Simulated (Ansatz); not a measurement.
**Work function of Hf(0001): what the settings cost and change**

Aim: the numerical settings behind the work function of Hf(0001), with the cost of each.

Method: plane-wave DFT, PBE, Ansatz PAW, in Ansatz 0.2.0.

## (1) Set-up

The cell holds 7 atoms: 7 Hf. Cell: a = 3.200 Å, b = 3.200 Å, c = 33.187 Å, α = 90.0°, β = 90.0°, γ = 60.0°. Vacuum lies along c.

## (2) Run, setting cutoff 200 eV

A work function rests on the faint tail of the density, so the SCF threshold is tight. The cutoff is raised first; then mesh and smearing are varied at the default cutoff.

input.yaml reads:

```yaml
crystal:
  lattice:
    - [3.2, 0.0, 0.0]
    - [1.6, 2.7712812921, 0.0]
    - [0.0, 0.0, 33.1872]
  atoms:
    - { symbol: Hf, position: [0.0, 0.0, 0.2711888921] }
    - { symbol: Hf, position: [0.6666666667, 0.6666666667, 0.3474592614] }
    - { symbol: Hf, position: [0.0, 0.0, 0.4237296307] }
    - { symbol: Hf, position: [0.6666666667, 0.6666666667, 0.5] }
    - { symbol: Hf, position: [0.0, 0.0, 0.5762703693] }
    - { symbol: Hf, position: [0.6666666667, 0.6666666667, 0.6525407386] }
    - { symbol: Hf, position: [0.0, 0.0, 0.7288111079] }
kpoints:
  mp_grid: { grid: [15, 15, 1] }
hamiltonian:
  xc: pbe
scf:
  occupations: { method: fermi_dirac, width: 0.1 }
  convergence: { dr2_threshold: 1.0e-09 }
efield:
  axis: 3
  dipole_correction: true
  ramp_position: 0.97
  ramp_width: 0.06
basis:
  ecutwfc: "200 eV"
output:
  write_potential: true
  write_density: true
  volumetric_format: npy
  elf: true
```

On the command line:

```sh
> ansatz run input.yaml --threads 2 --pin off --max-ram 3072MiB --backend cpu --events-out ev --progress --plain --runs-dir out
```

Numbers of over 12 decimals in the logs are rounded to 6 here.

What it wrote:

```text
Warning: basis.ecutwfc = 200 eV is below the records' recommended 420 eV, and the density's cutoff is lower with it unless basis.ecutrho_ratio is high enough to keep the records' density cutoff: compare with a run at a higher cutoff
Warning: basis.ecutrho_ratio 4 (ecutrho = 800 eV, dense FFT grid 15×15×160): the grid does not resolve the core-correction charge of Hf (measure 0.24 e/Å^2.5); warned from 0.08. The energy and each atom's force then go with where the atoms sit on the grid: [figures from the program's tests cut] If this deck is also warned that a cutoff or its ratio is below what is recommended, mend that before anything below. First try basis.xc_grid, which is 1 on this run (the dense grid itself), where it is not refused (2, then 3). Above 1 the core-correction charge is laid on the exchange–correlation grid, and this warning is never given, whether or not the level is enough: [rest of the remark cut]
Engine: ansatz 0.2.0, aarch64-unknown-linux-gnu
Pseudopotentials: kind: paw
Pseudopotential: Hf, paw, valence charge 26, recommended cutoff 420 eV (normal), Hf.paw.azcp
Functional definition: PBE
  parameter kappa = 0.804
  parameter beta = 0.066725
  exchange = pbe_x(kappa = kappa, mu = beta*pi^2/3)
  correlation = pbe_c(beta = beta)
Crystal: 7 atoms, lattice volume = 294.307 Å³
Basis set: ecut = 200 eV, 1937 PW (Γ)
Bands: 110, of which v1, the nominal top of the filled ones, is band 91 counted from 1 (90 counted from 0)
Symmetry: 6 space group operations
k-points: 27 of 225 (time reversal used)
Non-local potential: Hf, projectors of the file, l = 0: 3, l = 1: 2, l = 2: 2, l = 3: 3
PAW form: soft (Blöchl's): semilocal exchange-correlation on the pseudo side does not see the compensation charge
PAW one-centre angular grid: Hf, 590 points (default); XC on 64 Gauss nodes
Initial density: superposition of atomic densities (neutral atoms: chi_scale 0, normalization atom), corrected by the library's trained network
Initial wavefunctions: pseudopotential atomic-orbital guess
Functional: x = pbe(κ = 0.804, μ = 0.219515), c = pbe(β = 0.066725)
SCF iter   1: F=—  HF=-110019.142828 eV  |F-HF|=—  |Δ(HF+E_count)|=         —  Δρ=4.00e-2  dr2=2.22e1  ethr=1.77e-3  p=-0.000 e·Å  D=-1.76e-13 V/Å  ΔV_dip=0.00 eV  dr2_dipole=4.44e-7  V_vac-E_F(+/−)=4.51/4.51 eV  ⟨swp⟩=4.3  Hψ=8966  notcnv=0  defer=58
efield: sawtooth ramp at fractional position 0.9700 (set: `efield.ramp_position`, or a place that a band, a saddle search or an elastic batch's reference lends), width 0.0600; the density the first Hamiltonian is built on has a dipole p = -0.000 e·Å; the dipole correction subtracts the counter field D = -1.76e-13 V/Å, which shifts the + side's vacuum level by +0.00 eV against the − side's; the planar-averaged density in the ramp window peaks in size at 3.3e-5 e/Å³
preconditioner: auto → LDOS  [metal: Δε(μ)=0.023 eV  Ē_g=17.150 eV  σ=0.100 eV  W_gap=0.06  n_scr=92 (ndim 8)  ℏωp=28.1 eV  f_vac=0.435  D(μ)=9.53/eV (n_scr^D=78)  β→1.0]
SCF iter   2: F=—  HF=-110010.604138 eV  |F-HF|=—  |Δ(HF+E_count)|=    8.54e0  Δρ=4.20e-2  dr2=4.48e0  ethr=1.77e-3  p=0.000 e·Å  D=1.43e-6 V/Å  ΔV_dip=-0.00 eV  dr2_dipole=3.65e-6  V_vac-E_F(+/−)=4.87/4.88 eV  ⟨swp⟩=3.0  Hψ=6769  notcnv=0  defer=65
SCF iter   3: F=—  HF=-110008.185254 eV  |F-HF|=—  |Δ(HF+E_count)|=    2.42e0  Δρ=4.32e-3  dr2=5.17e-2  ethr=1.77e-3  p=-0.000 e·Å  D=-7.36e-6 V/Å  ΔV_dip=0.00 eV  dr2_dipole=6.04e-9  V_vac-E_F(+/−)=4.55/4.55 eV  ⟨swp⟩=2.5  Hψ=5840  notcnv=0  defer=65
SCF iter   4: F=—  HF=-110008.168496 eV  |F-HF|=—  |Δ(HF+E_count)|=   1.68e-2  Δρ=7.84e-4  dr2=2.60e-3  ethr=2.84e-5  p=-0.000 e·Å  D=-3.59e-6 V/Å  ΔV_dip=0.00 eV  dr2_dipole=3.84e-9  V_vac-E_F(+/−)=4.58/4.58 eV  ⟨swp⟩=2.6  Hψ=5645  notcnv=0  defer=65
SCF iter   5: F=—  HF=-110008.168604 eV  |F-HF|=—  |Δ(HF+E_count)|=   1.08e-4  Δρ=3.11e-4  dr2=5.81e-4  ethr=1.43e-6  p=-0.000 e·Å  D=-1.93e-6 V/Å  ΔV_dip=0.00 eV  dr2_dipole=2.15e-9  V_vac-E_F(+/−)=4.56/4.56 eV  ⟨swp⟩=2.4  Hψ=5279  notcnv=0  defer=65
SCF iter   6: F=—  HF=-110008.168554 eV  |F-HF|=—  |Δ(HF+E_count)|=   5.02e-5  Δρ=9.94e-5  dr2=4.64e-5  ethr=3.19e-7  p=-0.000 e·Å  D=-5.02e-7 V/Å  ΔV_dip=0.00 eV  dr2_dipole=1.18e-12  V_vac-E_F(+/−)=4.55/4.56 eV  ⟨swp⟩=2.0  Hψ=5190  notcnv=0  defer=65
SCF iter   7: F=—  HF=-110008.168560 eV  |F-HF|=—  |Δ(HF+E_count)|=   6.18e-6  Δρ=3.01e-5  dr2=4.62e-6  ethr=2.55e-8  p=-0.000 e·Å  D=-2.04e-7 V/Å  ΔV_dip=0.00 eV  dr2_dipole=3.78e-11  V_vac-E_F(+/−)=4.55/4.55 eV  ⟨swp⟩=2.0  Hψ=3372  notcnv=0  defer=65
SCF iter   8: F=—  HF=-110008.168569 eV  |F-HF|=—  |Δ(HF+E_count)|=   9.47e-6  Δρ=1.20e-5  dr2=1.07e-6  ethr=2.54e-9  p=-0.000 e·Å  D=-1.13e-7 V/Å  ΔV_dip=0.00 eV  dr2_dipole=1.43e-12  V_vac-E_F(+/−)=4.55/4.55 eV  ⟨swp⟩=2.2  Hψ=5323  notcnv=0  defer=65
SCF iter   9: F=—  HF=-110008.168569 eV  |F-HF|=—  |Δ(HF+E_count)|=   1.80e-9  Δρ=2.61e-6  dr2=5.38e-8  ethr=5.88e-10  p=-0.000 e·Å  D=-4.51e-8 V/Å  ΔV_dip=0.00 eV  dr2_dipole=2.56e-12  V_vac-E_F(+/−)=4.54/4.55 eV  ⟨swp⟩=2.1  Hψ=5204  notcnv=0  defer=65
SCF iter  10: F=—  HF=-110008.168570 eV  |F-HF|=—  |Δ(HF+E_count)|=   2.26e-8  Δρ=1.03e-6  dr2=1.03e-8  ethr=2.96e-11  p=-0.000 e·Å  D=-1.80e-8 V/Å  ΔV_dip=0.00 eV  dr2_dipole=1.01e-13  V_vac-E_F(+/−)=4.54/4.54 eV  ⟨swp⟩=3.0  Hψ=7009  notcnv=0  defer=65
SCF iter  11: F=-110008.168570 eV  HF=-110008.168570 eV  |F-HF|=2.33e-10  |Δ(HF+E_count)|=  5.82e-10  Δρ=4.03e-7  dr2=6.27e-10  ethr=1.00e-12  p=-0.000 e·Å  D=-7.52e-9 V/Å  ΔV_dip=0.00 eV  dr2_dipole=4.29e-14  V_vac-E_F(+/−)=4.54/4.54 eV  ⟨swp⟩=6.4  Hψ=10415  notcnv=0
WARN: efield: at this solve's end the planar-averaged density reaches 3.95e-5 e/Å³ inside the ramp window [0.9399, 0.0601] (bound 1e-5 e/Å³), and 3.28e-5 e/Å³ on another of its planes; the window's nearer edge stands 7.00 Å from this solve's nearest atom along the axis. Its work functions, free energy, forces, stress, dipole, levels and responses can be off, and this figure does not tell by how much. A short vacuum, a low `basis.ecutwfc` or `basis.ecutrho_ratio` and negative occupations (`scf.occupations.method`) can put density there. See the manual's quickstart, § The vacuum guard
SCF 1 converged in 11 iterations: F = -110008.168570 eV  dr2 = 6.27e-10
  greatest PAW one-centre occupation: 1.021 electrons in one spin orbital (limit 2), on the Hf atom at site 1 (counted from 0), in its partial waves of l = 1
WARN: The output density's exchange-correlation potential varies sharply where the density is thin. Do not read a vacuum level from v_tot or v_xc, or from such a field of the output density. On a cell that repeats whose density bears no net charge and no dipole along the vacuum's axis use v_es (v_loc + v_h of the components); under efield.dipole_correction with no amplitude use v_es + v_field, which holds any externa [...]
SCF converged after 11 iterations
Free energy (F): -110008.168570 eV
Harris-Foulkes:  -110008.168570 eV  (|F-HF|=2.33e-10)
Internal energy: -110007.872424 eV  (E = F + TS)
E sigma→0 (E₀):  -110008.020497 eV
Entropy (-TS):   -0.296145 eV (-42.306 meV/atom)
Fermi energy:    8.487590 eV
Dipole field:    D = 0.000000 V/Å  (p = 0.000000 e·Å, saw-weighted, corrected)
Work function:   Φ+ = 4.5427 eV (in doubt: plateau slope 1.4e-2 eV/Å)   Φ− = 4.5449 eV (in doubt: plateau slope 1.2e-2 eV/Å)
Levels:          The Fermi level and band energies are counted from a zero that moves with the ramp; work functions are not
Vacuum region:   at the solve's end the planar-averaged density reaches 3.95e-5 e/Å³ inside the ramp window [0.9399, 0.0601] (bound 1e-5 e/Å³), and 3.28e-5 e/Å³ on another of its planes
--- Per-component energies (eV) ---
  E_band       = -2454.825712
  E_kinetic    = 3064.241093
  E_local      = -449163.509554  (includes V_loc(G=0)·N_el)
  E_nonlocal   = -8203.835712
  E_hartree    = 222495.928771
  E_xc         = -2112.697626
  E_vxc        = -1878.773814  (∫ρ·V_xc dr)
  E_paw        = -49037.218825  (= ΣΔE_a)
  E_vpaw       = 8735.188382  (= ΣTr[D̂ρ^β])
  E_aug_tail   = 0.000318  (compensation charges beyond the density's cutoff)
  E_efield     = 0.000000  (sawtooth field / dipole correction)
  E_vefield    = 0.000000  (∫n·V_field dr)
  E_ewald      = 172949.219111
  E_smearing   = -0.296145  (= −TS)
  E_closure    = 0.000000  (closes the sum)
  Σ components = -110008.168570   (vs F -110008.168570, Δ=0.00e0)
--- Band table (eV; the first three rows and the last of 27) ---
  k-point 0: bands = [... 87 lower, 8.8143, 9.0196, 9.0983, 9.4624, 9.4624, 9.4807, 9.4898, 9.4898, ... 15 higher]
  k-point 1: bands = [... 87 lower, 8.6988, 8.9502, 8.9784, 9.2702, 9.2971, 9.3845, 9.4674, 9.5642, ... 15 higher]
  k-point 2: bands = [... 87 lower, 8.4168, 8.5837, 8.7803, 8.9336, 8.9497, 9.0802, 9.3029, 9.6071, ... 15 higher]
  k-point 26: bands = [... 87 lower, 7.1413, 7.4365, 7.4379, 8.3174, 8.4143, 8.4329, 8.6410, 8.6546, ... 15 higher]
```

It took 70 s on 2 threads of Arm Neoverse N1, shared host; peak memory 0.58 GiB; 2.1 min of CPU time.

Reading the cycles: dr2 is the Hartree energy of the density residual (eV), the measure of convergence; HF is the Harris–Foulkes estimate of the energy, which meets the free energy F at convergence.

Numbers from this step:

| Item | Value |
| --- | --- |
| energy at zero smearing | -110008.0205 eV |
| work function, upper face | 4.543 eV |

Running mean over 2.5312 Å of the planar mean; the ramp of the sawtooth is left out. The electron's electrostatic potential energy less the Fermi level by z:

```csv
z (Å),electron's electrostatic potential energy less the Fermi level (eV)
4,4.49
5,4.43
6,4.17
7,2.34
8,-3.92
9,-7.23
10,-7.12
11,-7.09
12,-7.17
13,-7.18
14,-7.18
15,-7.20
16,-7.22
17,-7.22
18,-7.21
19,-7.18
20,-7.18
21,-7.18
22,-7.10
23,-7.10
24,-7.27
25,-5.04
26,1.44
27,4.04
28,4.41
29,4.49
```

ELF in the ca plane at fractional y = 0.000, with atoms of Hf within 0.2 Å of it. It is the smooth field of the valence electrons, not physical close to the nuclei.

Values, 5 rows by 16 columns, each cell a mean:
```
0.54 0.66 0.34 0.47 0.42 0.49 0.70 0.32 0.46 0.48 0.44 0.74 0.15 0.03 0.00 0.00
0.21 0.21 0.25 0.17 0.22 0.21 0.22 0.26 0.16 0.22 0.24 0.22 0.21 0.08 0.00 0.00
0.32 0.28 0.26 0.25 0.20 0.32 0.28 0.28 0.24 0.19 0.34 0.26 0.34 0.10 0.00 0.00
0.27 0.33 0.26 0.19 0.26 0.25 0.35 0.26 0.19 0.28 0.25 0.38 0.15 0.06 0.00 0.00
0.62 0.74 0.37 0.60 0.47 0.58 0.77 0.35 0.59 0.55 0.51 0.80 0.17 0.03 0.00 0.00
```
Columns run along c (16.0 Å, from fractional 0.40 to 0.88 of the cell), rows up along a (3.2 Å). Atoms in or near the plane, at fractional coordinates: Hf at (0.42, 0.00), Hf at (0.58, 0.00), Hf at (0.73, 0.00).

Valence density in the ca plane at fractional y = 0.000, with atoms of Hf within 0.2 Å of it. It is the smooth field of the valence electrons, not physical close to the nuclei.

Ten steps, logarithmic in the rise over the least value, from '0' (0 e/Å³) to '9' (28 e/Å³), each cell a mean:
```
37997311111111379973111111113799630000000000
14564111111111146541111111112465310000000000
11221111122111112211111221111122100000000000
11111111233211111111112331111111000000000000
11111111122111111111111221111111100000000000
12442111111111124421111111111244210000000000
25785211111111258752111111113687520000000000
37997411111111479973111111114899730000000000
```
Columns run along c (16.0 Å, from fractional 0.40 to 0.88 of the cell), rows up along a (3.2 Å). Atoms in or near the plane, at fractional coordinates: Hf at (0.42, 0.00), Hf at (0.58, 0.00), Hf at (0.73, 0.00).

Electrostatic potential energy in the ca plane at fractional y = 0.000, with atoms of Hf within 0.2 Å of it. With pseudopotentials it is smooth inside the atoms' cores, unlike the true potential.

Ten even steps from '0' (-31 eV) to '9' (13 eV), each cell a mean:
```
50000489999998400005899999984000057999999999
74114788888888741147888888886311478999999999
87667888766788876678887667888766789999999999
98888998655689988889986556899888899999999999
88888888755788888888886557899887899999999999
76446788877888764467888778887544678999999999
61001589988998510016899889985100268999999999
40000479999997400004899999983000047999999999
```
Columns run along c (16.0 Å, from fractional 0.40 to 0.88 of the cell; values clipped at the 3rd and 97th percentile), rows up along a (3.2 Å). Atoms in or near the plane, at fractional coordinates: Hf at (0.42, 0.00), Hf at (0.58, 0.00), Hf at (0.73, 0.00).

The work function is 4.543 eV. The program marks this work function as in doubt.

## (3) Run

input.yaml, as its differences from that of step 2:

```diff
@@ -26,3 +26,3 @@
 basis:
-  ecutwfc: "200 eV"
+  ecutwfc: "300 eV"
 output:
@@ -31,2 +31 @@
   volumetric_format: npy
-  elf: true
```

What it wrote:

```text
[...]
Crystal: 7 atoms, lattice volume = 294.307 Å³
Basis set: ecut = 300 eV, 3531 PW (Γ)
Bands: 110, of which v1, the nominal top of the filled ones, is band 91 counted from 1 (90 counted from 0)
Symmetry: 6 space group operations
k-points: 27 of 225 (time reversal used)
[...]
k-point 0: bands = [... 87 lower, 8.9294, 9.2040, 9.2144, 9.6625, 9.6625, 9.6748, 9.6895, 9.6895, ... 15 higher]
  k-point 1: bands = [... 87 lower, 8.8073, 9.0463, 9.1713, 9.4629, 9.4941, 9.5788, 9.6559, 9.7625, ... 15 higher]
  k-point 2: bands = [... 87 lower, 8.5495, 8.7058, 8.9528, 9.1038, 9.1213, 9.2579, 9.4769, 9.7851, ... 15 higher]
  k-point 26: bands = [... 87 lower, 7.2719, 7.5912, 7.5922, 8.4741, 8.5728, 8.5886, 8.7932, 8.8051, ... 15 higher]
[key lines of the parts left out:]
SCF converged after 11 iterations
Free energy (F): -110047.041094 eV
Fermi energy:    8.627899 eV
Dipole field:    D = 0.000000 V/Å  (p = 0.000000 e·Å, saw-weighted, corrected)
Work function:   Φ+ = 4.3668 eV   Φ− = 4.3669 eV
```

Run time: 1.9 min. Hardware: 2 threads; peak memory 0.84 GiB.

The work function is 4.367 eV, -0.176 eV from the run “cutoff 200 eV”, at 1.6 times its CPU time.

## (4) Slab

input.yaml, as its differences from that of step 3:

```diff
@@ -26,3 +26,3 @@
 basis:
-  ecutwfc: "300 eV"
+  ecutwfc: "420 eV"
 output:
```

What it wrote:

```text
[...]
Crystal: 7 atoms, lattice volume = 294.307 Å³
Basis set: ecut = 420 eV, 5811 PW (Γ)
Bands: 110, of which v1, the nominal top of the filled ones, is band 91 counted from 1 (90 counted from 0)
Symmetry: 6 space group operations
k-points: 27 of 225 (time reversal used)
[...]
k-point 0: bands = [... 87 lower, 8.9432, 9.2214, 9.2251, 9.6734, 9.6734, 9.6848, 9.7006, 9.7006, ... 15 higher]
  k-point 1: bands = [... 87 lower, 8.8206, 9.0627, 9.1810, 9.4731, 9.5044, 9.5892, 9.6662, 9.7734, ... 15 higher]
  k-point 2: bands = [... 87 lower, 8.5593, 8.7186, 8.9623, 9.1135, 9.1301, 9.2675, 9.4869, 9.7943, ... 15 higher]
  k-point 26: bands = [... 87 lower, 7.2859, 7.6036, 7.6046, 8.4874, 8.5854, 8.6012, 8.8042, 8.8158, ... 15 higher]
[key lines of the parts left out:]
SCF converged after 13 iterations
Free energy (F): -110047.635206 eV
Fermi energy:    8.638495 eV
Dipole field:    D = 0.000000 V/Å  (p = 0.000001 e·Å, saw-weighted, corrected)
Work function:   Φ+ = 4.3605 eV   Φ− = 4.3605 eV
```

The job ended after 3 min (2 threads; peak memory 1.2 GiB; 5.5 min of CPU time).

The work function is 4.360 eV, -0.182 eV from the run “cutoff 200 eV”, at 2.6 times its CPU time.

## (5) Slab

input.yaml, as its differences from that of step 4:

```diff
@@ -26,3 +26,3 @@
 basis:
-  ecutwfc: "420 eV"
+  ecutwfc: "600 eV"
 output:
```

What it wrote:

```text
[...]
Crystal: 7 atoms, lattice volume = 294.307 Å³
Basis set: ecut = 600 eV, 9805 PW (Γ)
Bands: 110, of which v1, the nominal top of the filled ones, is band 91 counted from 1 (90 counted from 0)
Symmetry: 6 space group operations
k-points: 27 of 225 (time reversal used)
[...]
k-point 0: bands = [... 87 lower, 8.9426, 9.2205, 9.2250, 9.6735, 9.6735, 9.6848, 9.7007, 9.7007, ... 15 higher]
  k-point 1: bands = [... 87 lower, 8.8200, 9.0619, 9.1810, 9.4732, 9.5045, 9.5892, 9.6662, 9.7735, ... 15 higher]
  k-point 2: bands = [... 87 lower, 8.5591, 8.7181, 8.9623, 9.1134, 9.1301, 9.2675, 9.4868, 9.7943, ... 15 higher]
  k-point 26: bands = [... 87 lower, 7.2855, 7.6032, 7.6042, 8.4869, 8.5850, 8.6007, 8.8039, 8.8155, ... 15 higher]
[key lines of the parts left out:]
SCF converged after 13 iterations
Free energy (F): -110047.643323 eV
Fermi energy:    8.638226 eV
Dipole field:    D = 0.000000 V/Å  (p = 0.000000 e·Å, saw-weighted, corrected)
Work function:   Φ+ = 4.3604 eV   Φ− = 4.3604 eV
```

Elapsed: 4.8 min, on 2 threads; peak memory 1.9 GiB.

The work function is 4.360 eV, -0.000 eV from the run “cutoff 420 eV”, at 1.6 times its CPU time.

## (6) Run

input.yaml, as its differences from that of step 5:

```diff
@@ -14,3 +14,3 @@
 kpoints:
-  mp_grid: { grid: [15, 15, 1] }
+  mp_grid: { grid: [3, 3, 1] }
 hamiltonian:
@@ -25,4 +25,2 @@
   ramp_width: 0.06
-basis:
-  ecutwfc: "600 eV"
 output:
```

What it wrote:

```text
[...]
Crystal: 7 atoms, lattice volume = 294.307 Å³
Basis set: ecut = 420 eV, 5811 PW (Γ)
Bands: 110, of which v1, the nominal top of the filled ones, is band 91 counted from 1 (90 counted from 0)
Symmetry: 6 space group operations
k-points: 3 of 9 (time reversal used)
[...]
Work function:   Φ+ = 4.4640 eV   Φ− = 4.4640 eV
[...]
--- Band table (eV) ---
  k-point 0: bands = [... 87 lower, 8.9168, 9.1583, 9.1804, 9.6013, 9.6013, 9.6225, 9.6313, 9.6313, ... 15 higher]
  k-point 1: bands = [... 87 lower, 7.6388, 7.8943, 7.9625, 8.5499, 8.5724, 9.0757, 9.1661, 9.3625, ... 15 higher]
  k-point 2: bands = [... 87 lower, 7.2123, 7.5320, 7.5332, 8.4206, 8.5172, 8.5443, 8.7348, 8.7357, ... 15 higher]
[key lines of the parts left out:]
SCF converged after 13 iterations
Free energy (F): -110047.460851 eV
Fermi energy:    8.608731 eV
Dipole field:    D = -0.000001 V/Å  (p = -0.000001 e·Å, saw-weighted, corrected)
```

It took 23 s on 2 threads; peak memory 0.61 GiB.

The work function is 4.464 eV, +0.104 eV from the run “cutoff 420 eV”, at 0.099 times its CPU time.

## (7) Slab

input.yaml, as its differences from that of step 6:

```diff
@@ -14,3 +14,3 @@
 kpoints:
-  mp_grid: { grid: [3, 3, 1] }
+  mp_grid: { grid: [5, 5, 1] }
 hamiltonian:
```

What it wrote:

```text
[...]
Crystal: 7 atoms, lattice volume = 294.307 Å³
Basis set: ecut = 420 eV, 5811 PW (Γ)
Bands: 110, of which v1, the nominal top of the filled ones, is band 91 counted from 1 (90 counted from 0)
Symmetry: 6 space group operations
k-points: 5 of 25 (time reversal used)
[...]
k-point 0: bands = [... 87 lower, 8.9483, 9.2386, 9.2425, 9.6962, 9.6962, 9.7021, 9.7378, 9.7378, ... 15 higher]
  k-point 1: bands = [... 87 lower, 8.2037, 8.4432, 8.5023, 8.7008, 8.7858, 9.1745, 9.2864, 9.6485, ... 15 higher]
  k-point 2: bands = [... 87 lower, 7.6120, 7.8204, 7.8860, 8.7673, 8.7984, 9.4984, 9.5925, 9.6290, ... 15 higher]
  k-point 4: bands = [... 87 lower, 7.5140, 7.8451, 8.0720, 8.2852, 8.5569, 8.7634, 8.9458, 8.9931, ... 15 higher]
[key lines of the parts left out:]
SCF converged after 13 iterations
Free energy (F): -110047.743004 eV
Fermi energy:    8.649035 eV
Dipole field:    D = 0.000000 V/Å  (p = 0.000001 e·Å, saw-weighted, corrected)
Work function:   Φ+ = 4.3479 eV   Φ− = 4.3479 eV
```

It took 35 s on 2 threads; peak memory 0.67 GiB; 53 s of CPU time.

The work function is 4.348 eV, -0.013 eV from the run “cutoff 420 eV”, at 0.16 times its CPU time.

(Part 1 of 2 ends here.)

[Logs are printed without paths, hosts, clocks, repeated set-up lines and the standing remarks that a program may print on its own settings, such as how far it seeks lower states.]

[Hosts, paths, dates, database ids (printed as entryN), source tags and the programs' standing remarks are cut or masked in the printed files.]

[Maps of the electrostatic potential energy from Ansatz leave out the sawtooth potential of an applied field or a dipole correction, so their vacuum need not be flat; planar profiles and work functions include it.]
